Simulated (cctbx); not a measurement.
# Diagnosing a refinement

Cell a = 3.9690 Å, b = 3.9690 Å, c = 6.1780 Å, α = 90.00°, β = 90.00°, γ = 120.00°; space group P3m1 (no. 156).

The data are simulated with cctbx, not measured: Cu Kα, λ = 1.54184 Å, to d = 0.8 Å, 50 % of the full sphere, strongest reflection 70000 counts, noise from counting, a 1.5 % proportional error and a noise floor of 2 counts (s.d.); no absorption.

An anisotropic refinement with weights 1/σ² prints:

```text
Rint 0.012, 151 unique reflections to 0.81 A
cycle     R1     wR2    GooF  max shift (A)
   1  0.4912  0.8196  58.264   0.03270
   3  0.3875  0.6773  48.151   0.00000
final R1 0.3875 wR2 0.6773 GooF 48.151  parameters 9  data/parameter 16.8
atom        x        y        z      Ueq    occ   su(xyz)  su(Uiso or U11)
Er1    0.00000  0.00000  0.50455  -0.0072  1.000  0.00226  0.0115  NPD
Te1    0.66667  0.33333  0.74514  -0.0245  1.000  0.00295  0.0084  NPD
Ni1    0.66667  0.33333  0.12545   0.0014  1.000  0.00412  0.0326  NPD
difference map: max 183.38 min -47.48 rms 13.88
Q1    0.6667  0.3333  0.7483    1  193.16  0.02 A from Te1
Q2    0.0000  0.0000  0.4988    1  168.84  0.04 A from Er1
Q3    0.3333  0.6667  0.2300    1  114.53  2.38 A from Ni1
Q4    0.3333  0.6667  0.0179    1   85.13  2.39 A from Ni1
Q5    0.6667  0.3333  0.0912    1   58.73  0.21 A from Ni1
Q6    0.0000  0.0000  0.2198    1   35.54  1.76 A from Er1
```

Q: Accept it or mend it, and why?

Mend it. The fault: an atom left out, Se at (1/3, 2/3, 0.2365). Against the right model at the same level, R1 goes from 0.0050 to 0.3875 and GooF from 0.81 to 48.15, U of Te1 shrinks from 0.0037 to -0.0245 Å², the top difference peak, 193.2 e/Å³, lies on Te1 and Er1, Te1 and Ni1 go non-positive-definite. Q3 is the missing atom. With scattering power missing, scale and phases suffer, so peaks may also grow on the heavy atoms.

The compound is ErNiTeSe. The right model at the same level gives:

```text
Rint 0.012, 151 unique reflections to 0.81 A
cycle     R1     wR2    GooF  max shift (A)
   1  0.0051  0.0114   0.822   0.00040
   2  0.0050  0.0112   0.807   0.00000
final R1 0.0050 wR2 0.0112 GooF 0.807  parameters 12  data/parameter 12.6
atom        x        y        z      Ueq    occ   su(xyz)  su(Uiso or U11)
Er1    0.00000  0.00000  0.50817   0.0031  1.000  0.00003  0.0001
Te1    0.66667  0.33333  0.74093   0.0037  1.000  0.00004  0.0001
Se1    0.33333  0.66667  0.23088   0.0033  1.000  0.00008  0.0001
Ni1    0.66667  0.33333  0.11858   0.0035  1.000  0.00012  0.0002
Flack x: -0.0075(15)
Hooft y: -0.005(5)  Bijvoet pairs: 66
difference map: max 0.19 min -0.27 rms 0.07
Q1    0.2441  0.4882  0.7986    3    0.20  2.09 A from Te1
Q2    0.3333  0.6667  0.6394    1    0.19  2.38 A from Te1
Q3    0.2439  0.1220  0.2863    3    0.18  1.61 A from Er1
Q4    0.1099  0.5550  0.5224    3    0.17  1.96 A from Se1
Q5    0.1817  0.0909  0.6781    3    0.16  1.22 A from Er1
Q6    0.1072  0.2143  0.0651    3    0.16  1.86 A from Se1
```

The model was made for the exercise: a known structure type with other elements put in, its volume estimated, not relaxed; displacement parameters are assumed.

[Middle refinement cycles are left out of these outputs.]

[Logs are printed without paths, hosts, clocks, repeated set-up lines and the standing remarks that a program may print on its own settings, such as how far it seeks lower states.]
